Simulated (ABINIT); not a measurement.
# A GW chain in ABINIT: CsCaH3 (Pm-3m)

Aim: the G0W0 gap of CsCaH3 (Pm-3m) on LDA, step by step.

Main program and level: ABINIT 10.8.3; LDA and many-body steps on it, plane waves.

This is a report of a sequence of runs, with the program logs left out and the cost of each run kept.

## (1) The system as given

It takes space group Pm-3m (No. 221, cubic). Conventional cell: a = 4.621 Å, b = 4.621 Å, c = 4.621 Å, α = 90.00°, β = 90.00°, γ = 90.00°. Cs has 12 H at 3.27 Å nearest. Nearest to Ca lie 6 H at 2.31 Å. H has 2 Ca at 2.31 Å and 8 H at 3.27 Å and 4 Cs at 3.27 Å nearest. Farther neighbours, and contacts between anions beyond the nearest, are not listed.

The cell and positions are those that the Materials Project relaxed with its own functionals (PBE, PBE+U or r2SCAN), kept fixed.

## (2) Ground state

This step: ABINIT 10.8.3; DFT, LDA, plane waves, norm-conserving pseudopotentials.

The ground-state density comes first.

Input file run.abi:

```
acell 3*1.0 Angstrom
rprim 
  4.621186000000 0.000000000000 0.000000000000
  0.000000000000 4.621186000000 0.000000000000
  0.000000000000 0.000000000000 4.621186000000
ntypat 3
znucl 55 20 1
natom 5
typat 1 2 3 3 3
xred 
  0.000000000000 0.000000000000 0.000000000000
  0.500000000000 0.500000000000 0.500000000000
  0.500000000000 0.000000000000 0.500000000000
  0.000000000000 0.500000000000 0.500000000000
  0.500000000000 0.500000000000 0.000000000000
pp_dirpath "pseudos"
pseudos "Cs.upf, Ca.upf, H.upf"
ecut 31
ngkpt 4 4 4
nshiftk 1
shiftk 0 0 0
kptopt 1
chksymbreak 0
nband 17
occopt 1
tolvrs 1e-10
nstep 60
prtwf 0
optforces 0
optstress 0
indata_prefix "in"
outdata_prefix "out"
tmpdata_prefix "tmp"
```

Run with:

```
$ OMP_NUM_THREADS=1 mpirun -n 4 abinit run.abi > log
```

Elapsed: 11 s, on 4 MPI ranks of Arm Neoverse V2, shared host; peak memory 0.32 GiB.

This step gave:

| Property | Result |
| --- | --- |
| total energy | -1739.2218 eV |
| gap | 2.810 eV |
| k of the valence top | 0.5, 0.5, 0 |
| k of the conduction bottom | 0.5, 0.5, 0 |
| least direct gap | 2.810 eV |

The gap is direct, at (0.500, 0.500, 0.000).

## (3) Bands along the symmetry lines

The cheap functional maps the bands first; the places of the edges decide which points the dearer methods must see.

Input file run.abi:

```
acell 3*1.0 Angstrom
rprim 
  4.621186000000 0.000000000000 0.000000000000
  0.000000000000 4.621186000000 0.000000000000
  0.000000000000 0.000000000000 4.621186000000
ntypat 3
znucl 55 20 1
natom 5
typat 1 2 3 3 3
xred 
  0.000000000000 0.000000000000 0.000000000000
  0.500000000000 0.500000000000 0.500000000000
  0.500000000000 0.000000000000 0.500000000000
  0.000000000000 0.500000000000 0.500000000000
  0.500000000000 0.500000000000 0.000000000000
pp_dirpath "pseudos"
pseudos "Cs.upf, Ca.upf, H.upf"
ecut 31
iscf -2
irdden 1
kptopt 0
nkpt 50
kpt 
  0.00000000 0.00000000 0.00000000
  0.00000000 0.06250000 0.00000000
  0.00000000 0.12500000 0.00000000
  0.00000000 0.18750000 0.00000000
  0.00000000 0.25000000 0.00000000
  0.00000000 0.31250000 0.00000000
  0.00000000 0.37500000 0.00000000
  0.00000000 0.43750000 0.00000000
  0.00000000 0.50000000 0.00000000
  0.06250000 0.50000000 0.00000000
  0.12500000 0.50000000 0.00000000
  0.18750000 0.50000000 0.00000000
  0.25000000 0.50000000 0.00000000
  0.31250000 0.50000000 0.00000000
  0.37500000 0.50000000 0.00000000
  0.43750000 0.50000000 0.00000000
  0.50000000 0.50000000 0.00000000
  0.43750000 0.43750000 0.00000000
  0.37500000 0.37500000 0.00000000
  0.31250000 0.31250000 0.00000000
  0.25000000 0.25000000 0.00000000
  0.18750000 0.18750000 0.00000000
  0.12500000 0.12500000 0.00000000
  0.06250000 0.06250000 0.00000000
  0.00000000 0.00000000 0.00000000
  0.06250000 0.06250000 0.06250000
  0.12500000 0.12500000 0.12500000
  0.18750000 0.18750000 0.18750000
  0.25000000 0.25000000 0.25000000
  0.31250000 0.31250000 0.31250000
  0.37500000 0.37500000 0.37500000
  0.43750000 0.43750000 0.43750000
  0.50000000 0.50000000 0.50000000
  0.43750000 0.50000000 0.43750000
  0.37500000 0.50000000 0.37500000
  0.31250000 0.50000000 0.31250000
  0.25000000 0.50000000 0.25000000
  0.18750000 0.50000000 0.18750000
  0.12500000 0.50000000 0.12500000
  0.06250000 0.50000000 0.06250000
  0.00000000 0.50000000 0.00000000
  0.50000000 0.50000000 0.50000000
  0.50000000 0.50000000 0.43750000
  0.50000000 0.50000000 0.37500000
  0.50000000 0.50000000 0.31250000
  0.50000000 0.50000000 0.25000000
  0.50000000 0.50000000 0.18750000
  0.50000000 0.50000000 0.12500000
  0.50000000 0.50000000 0.06250000
  0.50000000 0.50000000 0.00000000
istwfk *1
nband 18
nbdbuf 2
tolwfr 1e-08
nstep 40
prtwf 0
prtvol 0
indata_prefix "in"
outdata_prefix "out"
tmpdata_prefix "tmp"
```

Wall time 29 s (4 MPI ranks); peak memory 0.34 GiB.

Numbers from this step:

```yaml
gap: 2.810 eV
k_of_the_valence_top: 0.5, 0.5, 0
k_of_the_conduction_bottom: 0.5, 0.5, 0
least_direct_gap: 2.810 eV
```

The gap is 2.810 eV, as in the run before at this level.

Electronic bands along the path, in eV, zero at the top of the highest filled band:

```csv
point,band 8,band 9,band 10,band 11,band 12,band 13,band 14,band 15
Γ,-6.86,-2.81,-0.67,-0.67,5.36,5.36,5.36,6.32
halfway,-6.84,-2.21,-0.54,-0.54,5.19,5.19,5.40,5.52
X,-6.83,-1.24,-0.88,-0.40,4.71,5.14,5.14,5.40
halfway,-6.80,-1.29,-0.47,-0.32,3.65,4.57,4.63,5.17
M,-6.78,-1.49,0.00,0.00,2.81,4.23,4.23,5.03
halfway,-6.82,-1.78,-0.56,-0.32,4.20,4.73,5.09,5.15
Γ,-6.86,-2.81,-0.67,-0.67,5.36,5.36,5.36,6.32
halfway,-7.03,-1.44,-0.42,-0.42,3.83,4.47,4.47,6.14
R,-7.16,-0.60,-0.60,-0.60,4.46,4.46,4.46,4.77
halfway,-7.00,-1.05,-0.52,-0.36,3.67,4.36,4.42,5.54
X,-6.83,-1.24,-0.88,-0.40,4.71,5.14,5.14,5.40
jump to R,-7.16,-0.60,-0.60,-0.60,4.46,4.46,4.46,4.77
halfway,-6.98,-1.10,-0.32,-0.32,3.59,4.37,4.37,5.12
M,-6.78,-1.49,0.00,0.00,2.81,4.23,4.23,5.03
```

## (4) Empty states on the mesh, 2×2×2 mesh, 82 bands

The sums over transitions need many empty states on a uniform mesh; this step solves for them.

Input file run.abi:

```
acell 3*1.0 Angstrom
rprim 
  4.621186000000 0.000000000000 0.000000000000
  0.000000000000 4.621186000000 0.000000000000
  0.000000000000 0.000000000000 4.621186000000
ntypat 3
znucl 55 20 1
natom 5
typat 1 2 3 3 3
xred 
  0.000000000000 0.000000000000 0.000000000000
  0.500000000000 0.500000000000 0.500000000000
  0.500000000000 0.000000000000 0.500000000000
  0.000000000000 0.500000000000 0.500000000000
  0.500000000000 0.500000000000 0.000000000000
pp_dirpath "pseudos"
pseudos "Cs.upf, Ca.upf, H.upf"
ecut 31
ngkpt 2 2 2
nshiftk 1
shiftk 0 0 0
kptopt 1
chksymbreak 0
iscf -2
irdden 1
istwfk *1
nband 82
nbdbuf 6
tolwfr 1e-09
nstep 60
prtvol 0
indata_prefix "in"
outdata_prefix "out"
tmpdata_prefix "tmp"
```

It took 22 s on 4 MPI ranks; peak memory 0.31 GiB.

Numbers from this step:

| Property | Result |
| --- | --- |
| gap | 2.810 eV |
| k of the valence top | 0.5, 0.5, 0 |
| k of the conduction bottom | 0.5, 0.5, 0 |
| least direct gap | 2.810 eV |
| k points computed | 4 |
| lowest point of the top converged band, above the valence top | 36.12 eV |

On this mesh the gap is 2.810 eV.

## (5) Screening, 2×2×2 mesh, 76 bands, screening to 106.1 eV

The RPA dielectric matrix is built and inverted for each q.

This step: RPA screening on LDA, plane waves, norm-conserving pseudopotentials.

Edit run.abi of step 4 so:

```diff
@@ -23,10 +23,11 @@
 chksymbreak 0
-iscf -2
-irdden 1
 istwfk *1
-nband 82
-nbdbuf 6
-tolwfr 1e-09
-nstep 60
-prtvol 0
+occopt 1
+irdwfk 1
+optdriver 3
+nband 76
+ecuteps 3.9
+inclvkb 2
+awtr 1
+symchi 1
 indata_prefix "in"
```

Run time: 6 s. Hardware: 4 MPI ranks; peak memory 0.61 GiB; 24 s of CPU time.

Numbers from this step:

```
ε∞ with local fields, on this mesh    : 4.335
ε∞ without local fields, on this mesh : 4.892
plasma frequency                      : 17.53 eV
plane waves in the screening matrix   : 251
```

Local fields lower ε∞ by 11 %. On a Γ-centred mesh this coarse the value itself is usually too large, while a short band sum pulls it down.

## (6) Self-energy, 2×2×2 mesh, 76 bands, screening to 106.1 eV

The self-energy is evaluated for the states that the input lists, and the quasiparticle equation is solved.

This step: G0W0 on LDA, plane waves, norm-conserving pseudopotentials.

Edit run.abi of step 5 so:

```diff
@@ -26,8 +26,17 @@
 irdwfk 1
-optdriver 3
+optdriver 4
 nband 76
+gwcalctyp 0
+ecutsigx 31
+symsigma 1
+nkptgw 2
+kptgw 
+  0.5000000000 0.5000000000 0.0000000000
+  0.0000000000 0.0000000000 0.0000000000
+bdgw 
+  10 14
+  10 14
 ecuteps 3.9
-inclvkb 2
-awtr 1
-symchi 1
+irdscr 1
+ppmodel 1
 indata_prefix "in"
```

Elapsed: 5.3 s, on 4 MPI ranks; peak memory 0.63 GiB.

Numbers from this step:

| Quantity | Value |
| --- | --- |
| G0W0 gap on the mesh | 5.084 eV |
| starting gap on the mesh | 2.810 eV |
| k of the valence top | 0.5, 0.5, 0 |
| k of the conduction bottom | 0.5, 0.5, 0 |
| Z at the valence top | 0.781 |
| Z at the conduction bottom | 0.82 |
| least direct G0W0 gap on the computed points | 5.084 eV |

The gap on the mesh goes from 2.81 eV to 5.08 eV, a correction of +2.27 eV.

Limits: finite bands, cutoff and mesh; no spin-orbit coupling; coarse k mesh. v1 is the top filled band, c1 the lowest empty one. Levels before and after the correction, in eV, zero at the valence-band top of each column:

```
           conduction bottom  valence top
Kohn-Sham               2.81         0.00
     G0W0               5.08         0.00
```

```csv
,level,energy (eV)
Kohn-Sham,(0.5 0.5 0) v2-v1,0.000
Kohn-Sham,(0.5 0.5 0) c1,2.810
Kohn-Sham,(0.5 0.5 0) c2-c3,4.233
G0W0,(0.5 0.5 0) v2-v1,0.000
G0W0,(0.5 0.5 0) c1,5.084
G0W0,(0.5 0.5 0) c2-c3,7.010
```

## (7) Where the time went

Times are wall times on 4 MPI ranks of Arm Neoverse V2, shared host, good to a factor of about two.

| step | time | share | memory (GiB) |
| --- | --- | --- | --- |
| ground state | 11 s | 15 % | 0.32 |
| bands along the symmetry lines | 29 s | 40 % | 0.34 |
| empty states on the mesh | 22 s | 30 % | 0.31 |
| screening | 6 s | 8 % | 0.61 |
| self-energy | 5.3 s | 7 % | 0.63 |

## (8) Results

```
LDA gap              : 2.81 eV, direct
G0W0 gap on the mesh : 5.08 eV
GW settings          : 2×2×2 mesh, 76 bands, screening to 106.1 eV, Godby-Needs plasmon pole
known limits         : short of the basis limit; no spin-orbit coupling; coarse k mesh
```

G0W0 moves the gap on the mesh from 2.81 eV to 5.08 eV (+2.27 eV), with Z of 0.78 and 0.82 at the edges. Local fields lower the RPA ε∞ on this mesh from 4.89 to 4.34; a Γ-centred mesh this coarse tends to raise both, most where the direct gap is narrow, while a short band sum lowers them. Bands and cutoff are finite, so the gap stands short of the basis limit, usually by up to a few tenths of an eV; the mesh is an error of its own. The 2×2×2 mesh is coarse for this cell, which bears on the long-range parts of exchange and screening. This is the ideal cubic cell; many perovskites, halides above all, are cubic only on average, and local tilts or off-centring can widen the gap. The many-body steps are scalar-relativistic: spin-orbit coupling is not in them.

[Long decimals in the printed logs are rounded to 6 places.]

[Logs are printed without paths, hosts, clocks, repeated set-up lines and the standing remarks that a program may print on its own settings, such as how far it seeks lower states.]

[Paths, hosts, dates, memory and timing lines, banners, echoed tables and standing remarks are left out of the program output; an Ansatz launch command may be rebuilt from the run's recorded settings. Measured values are a selection of at most five: reports struck by readers or far from the other reports are left out. None is set beside runs whose start may be inverted or whose files or cutoffs have a known fault.]

[Runs of the session that timed out or met a known fault of the program may be left out.]

[Hosts, paths, dates, database ids (printed as entryN), source tags and the programs' standing remarks are cut or masked in the printed files.]

[G0W0 gaps are taken among the corrected bands and points alone; a level outside them can change the order at an edge.]

[Where Ansatz stands beside ABINIT at settings called matched, ABINIT's density can come from a denser mesh and the files from another edition; pairs whose starting gaps differed by over 0.03 eV were left out, so agreement reads better than it is.]
